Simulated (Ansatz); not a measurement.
# BaCrS3, from a guessed structure to a relaxed one, part 2 of 2

This structure for BaCrS3 is made up. Its elements were placed in a known structure type with a cell scaled to their sizes. What cell does the guess relax to, and how far off was it?

Ansatz 0.2.0; DFT, PBE, plane-wave PAW, files of the set soft_1, scalar-relativistic, ferromagnetic start, cell and ions relaxed at zero pressure; PAW set soft_1 (the session's first sound run).

So far: The structure; Relaxation of the guess. The relaxed cell has a = 4.752 Å (conventional setting).

## 3. Electronic structure of the relaxed cell

A second self-consistent run takes a narrower smearing and the mesh shown in its input; the bands follow along the standard path of the relaxed lattice.

This step: DFT, PBE, plane-wave PAW, files of the set soft_1, scalar-relativistic, ferromagnetic start, bands and density of states at the relaxed cell; PAW set soft_1 (Ansatz 0.2.0).

input.yaml

```yaml
crystal:
  lattice:
    - [4.7522430384, 0.0, 0.0]
    - [0.0, 4.7522430384, 0.0]
    - [0.0, 0.0, 4.7522430384]
  atoms:
    - { symbol: Ba, position: [0.0, 0.0, 0.0] }
    - { symbol: Cr, position: [0.5, 0.5, 0.5], spin: 2.3 }
    - { symbol: S, position: [0.5, 0.5, 0.0] }
    - { symbol: S, position: [0.5, 0.0, 0.5] }
    - { symbol: S, position: [0.0, 0.5, 0.5] }
magnetization:
  spin_polarized: true
kpoints:
  mp_grid: { grid: [8, 8, 8] }
  band_path:
    path:
      - [[0.0, 0.0, 0.0], [0.0, 0.5, 0.0], [0.5, 0.5, 0.0], [0.0, 0.0, 0.0], [0.5, 0.5, 0.5], [0.0, 0.5, 0.0]]
      - [[0.5, 0.5, 0.0], [0.5, 0.5, 0.5]]
    npoints: 13
scf:
  occupations: { method: fermi_dirac, width: 0.03 }
  n_extra_bands: 11
hamiltonian:
  xc: pbe
  pseudopotentials: { kind: paw, azcp: { folder: soft_1 } }
output:
  forces: true
  stress: true
  write_bands: true
  dos: { projected: true }
  write_density: true
  write_potential: true
  elf: true
  volumetric_format: npy
```

Started as:

```sh
> ansatz run input.yaml --threads 4 --pin off --max-ram 8192MiB --backend cpu --events-out ev --progress --plain --runs-dir out
```

Numbers of over 12 decimals in the logs are rounded to 6 here.

The log of the run:

```text
[...]
Crystal: 5 atoms, lattice volume = 107.324 Å³
Basis set: ecut = 420 eV, 2103 PW (Γ), exchange–correlation on 64×64×64 points (8 copies of the dense FFT grid, shifted against one another)
Bands: 32, of which v1, the nominal top of the filled ones, is band 21 counted from 1 (20 counted from 0)
Symmetry: 48 space group operations
[...]
k-points: 35 of 512
[...]
Starting moments: Σ|m| = 2.3 μB on 1 of 5 sites
[...]
SCF iter   1: F=—  HF=-12039.698435 eV  |F-HF|=—  |Δ(HF+E_count)|=         —  Δρ=4.31e-2 (↑4.31e-2 ↓3.48e-2)  dr2=9.46e0  dr2_m=7.52e-2  M=1.965 μB ∫|m|=2.137 μB  β_m=0.30  ethr=3.10e-3  ⟨swp⟩=11.3  Hψ=14039  notcnv=0
[...]
SCF iter  13: F=-12038.883449 eV  HF=-12038.883449 eV  |F-HF|=2.51e-8  |Δ(HF+E_count)|=   2.19e-9  Δρ=3.41e-6 (↑3.41e-6 ↓8.95e-7)  dr2=2.68e-8  dr2_m=1.86e-9  M=2.301 μB ∫|m|=2.954 μB  ethr=3.04e-12  ⟨swp⟩=16.0  Hψ=16986  notcnv=0
SCF 1 converged in 13 iterations: F = -12038.883449 eV  dr2 = 2.68e-8
[...]
NSCF: frozen V_eff on 80 k-points
SCF converged after 13 iterations
Magnetization: 2.3011 μB (22.1506 up, 19.8494 down)
Absolute magnetization: 2.9538 μB (∫|ρ↑−ρ↓|, with the PAW one-centre terms)
[...]
Per-site moments (μB) at R_I (Å): [(0.013334, 1.386142), (2.330446, 0.980150), (-0.089445, 0.980150), (-0.089445, 0.980150), (-0.089445, 0.980150)]
Free energy (F): -12038.883449 eV
[...]
Internal energy: -12038.861048 eV  (E = F + TS)
E sigma→0 (E₀):  -12038.872248 eV
Entropy (-TS):   -0.022401 eV (-4.480 meV/atom)
Fermi energy:    8.473238 eV
[...]
--- Stress (GPa, compression-positive) ---
        0.087606       0.000000       0.000000
        0.000000       0.087606       0.000000
        0.000000       0.000000       0.087606
  P = ⅓ Tr σ = 0.0876 GPa (0.876 kbar)
--- Band table (eV; the first three rows and the last of 70) ---
  k-point 0 ↑: bands = [... 17 lower, 7.3670, 7.3670, 7.3670, 8.1722, 8.1722, 8.4944, 8.4944, 8.4944, ... 7 higher]
  k-point 1 ↑: bands = [... 17 lower, 7.1886, 7.5746, 7.5746, 7.6526, 8.1878, 8.4928, 8.4928, 8.9167, ... 7 higher]
  k-point 2 ↑: bands = [... 17 lower, 6.8354, 6.9627, 7.7727, 7.7727, 8.2067, 8.5339, 8.5339, 9.3522, ... 7 higher]
  k-point 34 ↓: bands = [... 17 lower, 8.7436, 8.7436, 8.7436, 10.8960, 10.8960, 10.8960, 13.0879, 13.0879, ... 7 higher]
```

Wall time 9.5 s (4 threads of Arm Neoverse V1, shared host); peak memory 0.53 GiB.

In the SCF lines HF is the Harris–Foulkes energy and dr2 the Hartree energy of the density residual, in eV; the loop may stop once dr2 is under the threshold and the program's other checks hold. Hψ counts applications of the Hamiltonian.

Numbers from this step:

```
free energy             : -12038.8834 eV
energy at zero smearing : -12038.8722 eV
smearing term TS        : 0.02240 eV
Fermi energy            : 8.473 eV
magnetization           : 2.301 μB
absolute magnetization  : 2.954 μB
site moments            : 0.01333, 2.330, -0.08945, -0.08945, -0.08945 μB
pressure                : 0.08761 GPa
```

From bands.tsv, the bands that come nearest the Fermi level along the path, at its corners, in eV from the Fermi level:

```
point  band_17_up  band_18_up  band_19_up  band_20_up  band_21_up  band_22_up  band_23_up  band_19_dn
    Γ       -1.11       -1.11       -1.11       -0.30       -0.30        0.02        0.02       -0.09
    X       -2.03       -1.64       -0.65       -0.65       -0.25        0.19        0.19       -0.73
    M       -1.53       -1.53       -0.27       -0.05       -0.05        0.24        0.31        0.16
    Γ       -1.11       -1.11       -1.11       -0.30       -0.30        0.02        0.02       -0.09
    R        0.03        0.03        0.03        0.35        0.35        0.35        4.00        0.27
    X       -2.03       -1.64       -0.65       -0.65       -0.25        0.19        0.19       -0.73
    M       -1.53       -1.53       -0.27       -0.05       -0.05        0.24        0.31        0.16
    R        0.03        0.03        0.03        0.35        0.35        0.35        4.00        0.27
```

Spin density in the ac plane at fractional y = 0.500, with atoms of Cr and S within 0.2 Å of it.

Ten even steps from '0' (-0.1 e/Å³) to '9' (3.3 e/Å³), each cell a mean:
```
00000000000000
00000000000000
00000000000000
00000000000000
00000000000000
00000134200000
00000169400000
00000156300000
00000011100000
00000000000000
00000000000000
00000000000000
00000000000000
00000000000000
```
Columns run along a (4.8 Å), rows up along c (4.8 Å). Atoms in or near the plane, at fractional coordinates: Cr at (0.50, 0.50), S at (0.50, 0.00), S at (0.00, 0.50).

Electrostatic potential energy in the ac plane at fractional y = 0.500, with atoms of Cr and S within 0.2 Å of it. With pseudopotentials it is smooth inside the atoms' cores, unlike the true potential.

Ten even steps from '0' (-31 eV) to '9' (13 eV), each cell a mean:
```
99997200049999
99998621379999
99999876799999
89999877899999
35898633479974
01587311148730
20375123137610
00486212137720
13788521368862
78999865789987
99999887899999
99999743589999
99998300159999
99997102038999
```
Columns run along a (4.8 Å; values clipped at the 3rd and 97th percentile), rows up along c (4.8 Å). Atoms in or near the plane, at fractional coordinates: Cr at (0.50, 0.50), S at (0.50, 0.00), S at (0.00, 0.50).

Valence density in the ac plane at fractional y = 0.500, with atoms of Cr and S within 0.2 Å of it. It is the smooth field of the valence electrons, not physical close to the nuclei.

Values in e/Å³, 14 rows by 14 columns, each cell a mean:
```
 0  0  0  0  1  1  1  1  1  1  0  0  0  0
 0  0  0  0  0  1  1  1  1  1  0  0  0  0
 0  0  0  0  0  0  1  1  1  0  0  0  0  0
 0  0  0  0  0  0  0  0  0  0  0  0  0  0
 1  1  0  0  0  1  1  2  1  0  0  0  1  1
 1  1  1  0  0  2  7  9  5  1  0  1  1  1
 0  1  1  1  1  4 14 20  9  2  0  1  1  1
 1  1  1  0  1  3 10 14  7  1  0  1  1  1
 1  1  1  0  0  1  3  4  2  1  0  0  1  1
 1  0  0  0  0  0  1  1  0  0  0  0  0  1
 0  0  0  0  0  0  0  1  0  0  0  0  0  0
 0  0  0  0  0  1  1  1  1  0  0  0  0  0
 0  0  0  0  0  1  1  1  1  1  0  0  0  0
 0  0  0  0  1  1  1  0  1  1  0  0  0  0
```
Columns run along a (4.8 Å), rows up along c (4.8 Å). Atoms in or near the plane, at fractional coordinates: Cr at (0.50, 0.50), S at (0.50, 0.00), S at (0.00, 0.50).

## 4. Outcome

| Item | Value |
| --- | --- |
| space group, relaxed | Pm-3m |
| conventional cell | a = 4.752, b = 4.752, c = 4.752 Å; α = 90.0°, β = 90.0°, γ = 90.0° |
| volume per atom | 21.46 Å³ (guess 21.84) |
| total moment | 2.24 μB in the cell of 5 atoms |

What this shows: BaCrS3 relaxes to Pm-3m with a = 4.752, b = 4.752 and c = 4.752 Å. The guessed volume was 2 % too large. The space group Pm-3m was held in the relaxation, so the end point is a stationary structure within it and may be a saddle against distortions or other arrangements. The input starts from parallel moments, and no other start was typed. Bands cross the Fermi level, so it is a metal or semimetal at this level. On the 8×8×8 mesh with the narrower smearing (relaxed on 6×6×6) the forces vanish, as symmetry may demand, and the largest stress component is 0.088 GPa, against the relaxation's thresholds of 0.015 eV/Å and 0.05 GPa. The cutoff wasn't tested. Spin-orbit coupling is left out, which can matter for elements this heavy. No dispersion term is used, so weakly bound directions may come out too long. Nothing here tests whether the compound is stable against decomposition.

[Logs are printed without paths, hosts, clocks, repeated set-up lines and the standing remarks that a program may print on its own settings, such as how far it seeks lower states.]

[Hosts, paths, dates, database ids (printed as entryN), source tags and the programs' standing remarks are cut or masked in the printed files.]
